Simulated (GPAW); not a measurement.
# Ga2S3 (Cc): one start, several treatments of the self-energy

How much does the gap of Ga2S3 (Cc) depend on the approximation to the self-energy?

Main program and level: GPAW 26.7.0; LDA and many-body steps on it, plane waves.

## 1. The starting structure

The structure is monoclinic, space group Cc (No. 9). Conventional cell: a = 11.107 Å, b = 6.395 Å, c = 7.021 Å, α = 90.00°, β = 121.17°, γ = 90.00°. Nearest to Ga lie 4 S at 2.19 to 2.33 Å. Nearest to Ga lie 4 S at 2.20 to 2.32 Å. S has 2 Ga at 2.19 to 2.20 Å nearest. Nearest to S lie 3 Ga at 2.31 to 2.32 Å. Nearest to S lie 3 Ga at 2.31 to 2.33 Å. Farther neighbours and most contacts between anions are not listed.

Structure file:

```cif
data_structure
_symmetry_space_group_name_H-M 'Cc'
_symmetry_Int_Tables_number 9
_cell_length_a 11.1070
_cell_length_b 6.3950
_cell_length_c 7.0210
_cell_angle_alpha 90.000
_cell_angle_beta 121.170
_cell_angle_gamma 90.000
_cell_volume 426.70
loop_
_atom_site_label
_atom_site_type_symbol
_atom_site_symmetry_multiplicity
_atom_site_Wyckoff_symbol
_atom_site_fract_x
_atom_site_fract_y
_atom_site_fract_z
_atom_site_occupancy
Ga1 Ga 4 a 0.54213 0.90234 0.12512 1
Ga2 Ga 4 a 0.70026 0.43206 0.11559 1
S1 S 4 a 0.99500 0.08610 0.98380 1
S2 S 4 a 0.83780 0.40750 0.49990 1
S3 S 4 a 0.67410 0.08400 0.00840 1
```

The cell and positions come from the Crystallography Open Database and are kept as given unless a step says otherwise.

## 2. Empty states on the mesh, 4×4×2 mesh, 263 bands

This step: GPAW 26.7.0; DFT, LDA, plane waves, PAW.

The sums over transitions need many empty states on a uniform mesh; this step solves for them.

File run.py:

```python
import json
import numpy as np
from gpaw.mpi import world
from gpaw import GPAW

calc = GPAW('gs.gpw').fixed_density(kpts={'size': (4, 4, 2), 'gamma': True},
    nbands=306,
    convergence={'bands': 263},
    update_fermi_level=True,
    txt='nscf.txt')
calc.write('full.gpw', mode='all')
res = {}
kpts = calc.get_ibz_k_points()
res['kpts'] = kpts
res['eigenvalues'] = [calc.get_eigenvalues(kpt=k) for k in range(len(kpts))]
res['n_electrons'] = calc.get_number_of_electrons()

if world.rank == 0:
    with open('result.json', 'w') as f:
        json.dump(res, f, default=lambda x: x.tolist())
```

Command:

```
$ mpirun -n 8 gpaw python run.py
```

Numbers of over 12 decimals in the logs are rounded to 6 here.

Output:

```text
Diagonalizing LCAO Hamiltonian
Converting LCAO to pw mode
convergence criteria:
- Maximum integral of absolute [eigenst]ate change: 4e-08 eV^2 / valence electron
maximum number of iterations: 100

SCF iterations
|iter     |     time |      energy | eigst |  dens |
|iter:   1|  |             | +4.17 |       |
|iter:   2|  |             | +2.99 |       |
|iter:   3|  |             | +1.88 |       |
[...]
|iter:  14|  |             | -6.80 |       |
|iter:  15|  |             | -7.38 |       |
|iter:  16|  |             | -7.59c|       |
SCF steps: 16
  __  _  _
 | _ |_)|_||  |
 |__||  | ||/\| - 26.7.0

Input parameters:
  mode=PW(ecut=450.000000),
  convergence={'bands': 263},
  gpts=array([32, 32, 35]),
  kpts=MonkhorstPack(size=(4, 4, 2), gamma=True),
  maxiter=100,
  nbands=306,
  occupations=Occupations(name='fermi-dirac', width=0.001, fixmagmom=False),
  parallel={},
  xc=XC(name='LDA')
# Writing to full.gpw (mode='all')
  [... matrices ...]

timing:  # [seconds]
  Total: 0.344  # ━━━━━━━━━━━━━━━━━━━━━━━━━━━━━━━━━━━━━━━━━━━━━━━━━━━━━━━━━━━
```

It took 4.3 min on 8 MPI ranks of Arm Neoverse V1, shared host; peak memory 2.2 GiB.

This step gave:

```
gap                                                           : 1.695 eV
k of the valence top                                          : 0, 0, 0
k of the conduction bottom                                    : 0, 0, 0
least direct gap                                              : 1.695 eV
k points computed                                             : 20
lowest point of the top converged band, above the valence top : 53.9445 eV
```

On this mesh the gap is 1.695 eV.

## 3. G0W0, Godby-Needs plasmon pole

Now the one-shot GW correction: screening in the RPA, then the self-energy of the levels asked for.

This step: G0W0 on LDA, plane waves, PAW.

File run.py:

```python
import json
import numpy as np
from gpaw.mpi import world
from gpaw.response.g0w0 import G0W0

gw = G0W0('full.gpw',
    filename='gw',
    kpts=[0],
    bands=(22, 26),
    ecut=65,
    nbands=253,
    integrate_gamma='WS',
    ppa=True)
gw.calculate()
res = {mode: {k: v for k, v in r.items() if k != 'sigma_eskwn'}
       for mode, r in gw.all_results.items()}

if world.rank == 0:
    with open('result.json', 'w') as f:
        json.dump(res, f, default=lambda x: x.tolist())
```

Command:

```
$ mpirun -n 8 gpaw python run.py
```

Output:

```text
Using integrator: PointIntegrator
FrequencyGridDescriptor(from 0.000+0.000j to 0.000+27.211j eV, 2 points)
Nonperiodic BCs:  [False False False]
Using integrator: PointIntegrator
FrequencyGridDescriptor(from 0.000+0.000j to 0.000+27.211j eV, 2 points)
Nonperiodic BCs:  [False False False]
  ___  _ _ _
 |   || | | |
 | | || | | |
 |__ ||_____|
 |___|

BZ k-points: Symmetries present (total): 1

  [... matrices ...]
32 k-points: 4 x 4 x 2 Monkhorst-Pack grid + [1/8,1/8,1/4]
20 k-points in the irreducible part of the Brillouin zone
       k-points in crystal coordinates                weights
   0:     0.00000000    0.00000000    0.00000000          1/32
   1:     0.00000000    0.00000000    0.50000000          1/32
   2:     0.00000000    0.25000000    0.00000000          2/32
   3:     0.00000000    0.25000000    0.50000000          2/32
   4:     0.00000000    0.50000000    0.00000000          1/32
   5:     0.00000000    0.50000000    0.50000000          1/32
   6:     0.25000000   -0.25000000    0.00000000          2/32
   7:     0.25000000   -0.25000000    0.50000000          2/32
   8:     0.25000000    0.00000000    0.00000000          2/32
   9:     0.25000000    0.00000000    0.50000000          2/32
          ...
  19:     0.50000000    0.50000000    0.50000000          1/32

Distributing spins, k-points and bands (1 x 1 x 4) over 8 processes
Number of blocks: 1

Quasi particle states:
k-points (IBZ indices): [0]
Band range: (22, 26)
  [... matrices ...]
Computational parameters:
Plane wave cut-off: 65 eV
Number of bands: 253
Coulomb cutoff: None
Broadening: 0.1 eV

fxc modes: GW
Kernel: RPA
Using Godby-Needs plasmon-pole approximation:
  Fitting energy: i*E0, E0 = 1.000 Hartree
Summing all q:

Calculating screened Coulomb potential
No Coulomb truncation
FrequencyGridDescriptor(from 0.000+0.000j to 0.000+27.211j eV, 2 points)
Removing empty qpoint cache files...

Calculating chi0 body with:
    Ground state adapter containing:
    Number of spins: 1
    Number of kpoints: 32
    Number of irreducible kpoints: 20
    Number of completely occupied states: 24
    Number of partially occupied states: 24
    Occupied states memory: 13.125 M / cpu

    Linear response parametrization:
    q_c: [0.0, 0.0, 0.0]
    Number of frequency points: 2
    Planewave cutoff: 65.0
    Number of bands: 253
    Number of planewaves: 265
    Broadening (eta): 1e-06
    comm.size: 8
    kncomm.size: 8
    blockcomm.size: 1

    Memory estimate of potentially large arrays:
        chi0_wGG: 2.143097 M / cpu
Integrating chi0 body.

Symmetries of q_c:
    Direct symmetries (Uq -> q): 1
    Indirect symmetries (TUq -> q): 1
In total 2 allowed symmetries.

  [... matrices ...]
20 groups of equivalent kpoints. 37.5% reduction.

Integral kind: response function
Integrating chi0 head and wings.

Symmetries of q_c:
    Direct symmetries (Uq -> q): 1
    Indirect symmetries (TUq -> q): 1
In total 2 allowed symmetries.

  [... matrices ...]
20 groups of equivalent kpoints. 37.5% reduction.

Integral kind: response function wings

Calculating chi0 body with:
    Ground state adapter containing:
    Number of spins: 1
    Number of kpoints: 32
    Number of irreducible kpoints: 20
    Number of completely occupied states: 24
    Number of partially occupied states: 24
    Occupied states memory: 13.125 M / cpu

    Linear response parametrization:
[... the further q-points ...]

Results:
f:      Occupation numbers
eps:     KS-eigenvalues [eV]
vxc:     KS vxc [eV]
exx:     Exact exchange [eV]
sigma:   Self-energies [eV]
dsigma:  Self-energy derivatives
Z:       Renormalization factors
qp:      QP-energies [eV]

k-point 0 (0): (0.000, 0.000, 0.000)                GW
band       f     eps     vxc     exx   sigma  dsigma       Z      qp
                                                                   GW
  22   1.000   3.353 -15.852 -18.437   2.195  -0.284   0.779   3.049
  23   1.000   3.888 -15.569 -18.304   2.308  -0.287   0.777   3.557
  24   0.000   5.583 -15.075 -10.464  -3.100  -0.244   0.804   6.798
  25   0.000   6.113 -14.390  -9.709  -3.176  -0.245   0.803   7.321
```

Elapsed: 4.8 min, on 8 MPI ranks; peak memory 3.9 GiB.

This step gave:

```yaml
g0w0_gap_on_the_points_computed: 3.241 eV
least_direct_g0w0_gap_on_the_computed_points: 3.241 eV
z_at_the_valence_top: 0.7767
z_at_the_conduction_bottom: 0.8036
starting_gap_on_the_mesh: 1.695 eV
k_of_the_valence_top: 0, 0, 0
k_of_the_conduction_bottom: 0, 0, 0
```

The gap on the mesh goes from 1.69 eV to 3.24 eV, a correction of +1.55 eV.

## 4. G0W0, full frequency, Hilbert transform

Changes to run.py since step 3:

```diff
@@ -12,3 +12,5 @@
     integrate_gamma='WS',
-    ppa=True)
+    frequencies={'type': 'nonlinear', 'domega0': 0.1, 'omega2': 15.0},
+    eta=0.1,
+    nblocksmax=True)
 gw.calculate()
```

Command:

```
$ mpirun -n 8 gpaw python run.py
```

Output:

```text
Using integrator: PointIntegrator
NonLinearFrequencyDescriptor(from 0.000 to 67.757 eV, 237 points)
Nonperiodic BCs:  [False False False]
Using integrator: PointIntegrator
NonLinearFrequencyDescriptor(from 0.000 to 67.757 eV, 237 points)
Nonperiodic BCs:  [False False False]
  ___  _ _ _
 |   || | | |
 | | || | | |
 |__ ||_____|
 |___|

BZ k-points: Symmetries present (total): 1

  [... matrices ...]
32 k-points: 4 x 4 x 2 Monkhorst-Pack grid + [1/8,1/8,1/4]
20 k-points in the irreducible part of the Brillouin zone
       k-points in crystal coordinates                weights
   0:     0.00000000    0.00000000    0.00000000          1/32
   1:     0.00000000    0.00000000    0.50000000          1/32
   2:     0.00000000    0.25000000    0.00000000          2/32
[...]
9:     0.25000000    0.00000000    0.50000000          2/32
          ...
  19:     0.50000000    0.50000000    0.50000000          1/32

Distributing spins, k-points and bands (1 x 1 x 4) over 1 process
Number of blocks: 8

Quasi particle states:
k-points (IBZ indices): [0]
Band range: (22, 26)
  [... matrices ...]
Computational parameters:
Plane wave cut-off: 65 eV
Number of bands: 253
Coulomb cutoff: None
Broadening: 0.1 eV

fxc modes: GW
Kernel: RPA
Using full-frequency real axis integration
Summing all q:

Calculating screened Coulomb potential
No Coulomb truncation
NonLinearFrequencyDescriptor(from 0.000 to 67.757 eV, 237 points)
Removing empty qpoint cache files...

Calculating chi0 body with:
    Ground state adapter containing:
    Number of spins: 1
    Number of kpoints: 32
    Number of irreducible kpoints: 20
    Number of completely occupied states: 24
    Number of partially occupied states: 24
    Occupied states memory: 13.125 M / cpu

    Linear response parametrization:
    q_c: [0.0, 0.0, 0.0]
    Number of frequency points: 237
    Planewave cutoff: 65.0
    Number of bands: 253
    Number of planewaves: 265
    Broadening (eta): 0.1
    comm.size: 8
    kncomm.size: 1
    blockcomm.size: 8

    Memory estimate of potentially large arrays:
        chi0_wGG: 31.744623 M / cpu
Integrating chi0 body.

Symmetries of q_c:
    Direct symmetries (Uq -> q): 1
    Indirect symmetries (TUq -> q): 1
In total 2 allowed symmetries.

  [... matrices ...]
20 groups of equivalent kpoints. 37.5% reduction.

Integral kind: spectral function
Integrating chi0 head and wings.

Symmetries of q_c:
    Direct symmetries (Uq -> q): 1
    Indirect symmetries (TUq -> q): 1
In total 2 allowed symmetries.

  [... matrices ...]
20 groups of equivalent kpoints. 37.5% reduction.

Integral kind: spectral function wings

Calculating chi0 body with:
    Ground state adapter containing:
    Number of spins: 1
    Number of kpoints: 32
    Number of irreducible kpoints: 20
    Number of completely occupied states: 24
    Number of partially occupied states: 24
    Occupied states memory: 13.125 M / cpu

    Linear response parametrization:
[... the further q-points ...]

Results:
f:      Occupation numbers
eps:     KS-eigenvalues [eV]
vxc:     KS vxc [eV]
exx:     Exact exchange [eV]
sigma:   Self-energies [eV]
dsigma:  Self-energy derivatives
Z:       Renormalization factors
qp:      QP-energies [eV]

k-point 0 (0): (0.000, 0.000, 0.000)                GW
band       f     eps     vxc     exx   sigma  dsigma       Z      qp
                                                                   GW
  22   1.000   3.353 -15.852 -18.437   2.198  -0.324   0.755   3.060
  23   1.000   3.888 -15.569 -18.304   2.312  -0.332   0.751   3.571
  24   0.000   5.583 -15.075 -10.464  -3.076  -0.269   0.788   6.794
  25   0.000   6.113 -14.390  -9.709  -3.149  -0.270   0.787   7.319
```

Wall time 9.1 min (8 MPI ranks); peak memory 3.6 GiB.

This step gave:

```
G0W0 gap on the points computed              : 3.223 eV
least direct G0W0 gap on the computed points : 3.223 eV
Z at the valence top                         : 0.7506
Z at the conduction bottom                   : 0.7883
starting gap on the mesh                     : 1.695 eV
k of the valence top                         : 0, 0, 0
k of the conduction bottom                   : 0, 0, 0
```

Against G0W0 in GPAW (4×4×2 mesh, 253 bands, screening to 65 eV, Godby-Needs plasmon pole), the gap moves by −0.018 eV.

## 5. G0W0, multipole

Changes to run.py since step 4:

```diff
@@ -12,5 +12,3 @@
     integrate_gamma='WS',
-    frequencies={'type': 'nonlinear', 'domega0': 0.1, 'omega2': 15.0},
-    eta=0.1,
-    nblocksmax=True)
+    mpa={'npoles': 4, 'wrange': [0, 40], 'varpi': 20.0, 'eta0': 0.01, 'eta_rest': 1.0, 'alpha': 1})
 gw.calculate()
```

Command:

```
$ mpirun -n 8 gpaw python run.py
```

Output:

```text
Using integrator: PointIntegrator
FrequencyGridDescriptor(from 0.000+0.010j to 40.000+20.000j eV, 8 points)
Nonperiodic BCs:  [False False False]
Using integrator: PointIntegrator
FrequencyGridDescriptor(from 0.000+0.010j to 40.000+20.000j eV, 8 points)
Nonperiodic BCs:  [False False False]
  ___  _ _ _
 |   || | | |
 | | || | | |
 |__ ||_____|
 |___|

BZ k-points: Symmetries present (total): 1

  [... matrices ...]
32 k-points: 4 x 4 x 2 Monkhorst-Pack grid + [1/8,1/8,1/4]
20 k-points in the irreducible part of the Brillouin zone
[...]
Results:
f:      Occupation numbers
eps:     KS-eigenvalues [eV]
vxc:     KS vxc [eV]
exx:     Exact exchange [eV]
sigma:   Self-energies [eV]
dsigma:  Self-energy derivatives
Z:       Renormalization factors
qp:      QP-energies [eV]

k-point 0 (0): (0.000, 0.000, 0.000)                GW
band       f     eps     vxc     exx   sigma  dsigma       Z      qp
                                                                   GW
  22   1.000   3.353 -15.852 -18.437   2.199  -0.322   0.757   3.060
  23   1.000   3.888 -15.569 -18.304   2.314  -0.329   0.753   3.571
  24   0.000   5.583 -15.075 -10.464  -3.071  -0.265   0.791   6.801
  25   0.000   6.113 -14.390  -9.709  -3.146  -0.267   0.789   7.324
```

It took 9.3 min on 8 MPI ranks; peak memory 4 GiB.

Numbers from this step:

| Quantity | Value |
| --- | --- |
| G0W0 gap on the points computed | 3.230 eV |
| least direct G0W0 gap on the computed points | 3.230 eV |
| starting gap on the mesh | 1.695 eV |
| k of the valence top | 0, 0, 0 |
| k of the conduction bottom | 0, 0, 0 |

Against G0W0 in GPAW (4×4×2 mesh, 253 bands, screening to 65 eV, Godby-Needs plasmon pole), the gap moves by −0.011 eV.

## 6. Side by side

Times are wall times on 8 MPI ranks of Arm Neoverse V1, shared host, good to a factor of about two.

| run | mesh | bands | screening cutoff (eV) | DFT gap (eV) | gap on the mesh (eV) | direct (eV) | time |
| --- | --- | --- | --- | --- | --- | --- | --- |
| G0W0, Godby-Needs plasmon pole | 4×4×2 | 253 | 65 | 1.695 | 3.241 | 3.241 | 4.8 min |
| G0W0, full frequency, Hilbert transform | 4×4×2 | 253 | 65 | 1.695 | 3.223 | 3.223 | 9.1 min |
| G0W0, multipole | 4×4×2 | 253 | 65 | 1.695 | 3.230 | 3.230 | 9.3 min |

## 7. Summary of results

```yaml
g0w0_godby_needs_plasmon_pole: 3.241 eV
g0w0_full_frequency_hilbert_transform: 3.223 eV
g0w0_multipole: 3.230 eV
known_limits: not at the basis limit; no spin-orbit coupling; coarse k mesh
```

**Reading.** G0W0, full frequency, Hilbert transform: −0.018 eV against G0W0, Godby-Needs plasmon pole. G0W0, multipole: −0.011 eV against G0W0, Godby-Needs plasmon pole. Bands and cutoff are finite, so the gap is not at the basis limit. The miss can reach some tenths of an eV and take either sign; the mesh is an error of its own. These stock PAW sets were not made for GW; the filled d or f shell of Ga lies in the frozen core, which bears on start and correction. In the G0W0 runs levels were corrected at 1 k point alone, so a gap called «on the mesh» is the least over those, and an edge elsewhere would be missed. The 4×4×2 mesh is coarse for this cell, which bears on the long-range parts of exchange and screening. The many-body steps are scalar-relativistic: spin-orbit coupling is not in them.

[Paths, hosts, dates, memory and timing lines, banners, echoed tables and standing remarks are left out of the program output.]

[Logs are printed without paths, hosts, clocks, repeated set-up lines and the standing remarks that a program may print on its own settings, such as how far it seeks lower states.]

[Runs of the session that timed out or met a known fault of the program may be left out.]

[Hosts, paths, dates, database ids (printed as entryN), source tags and the programs' standing remarks are cut or masked in the printed files.]
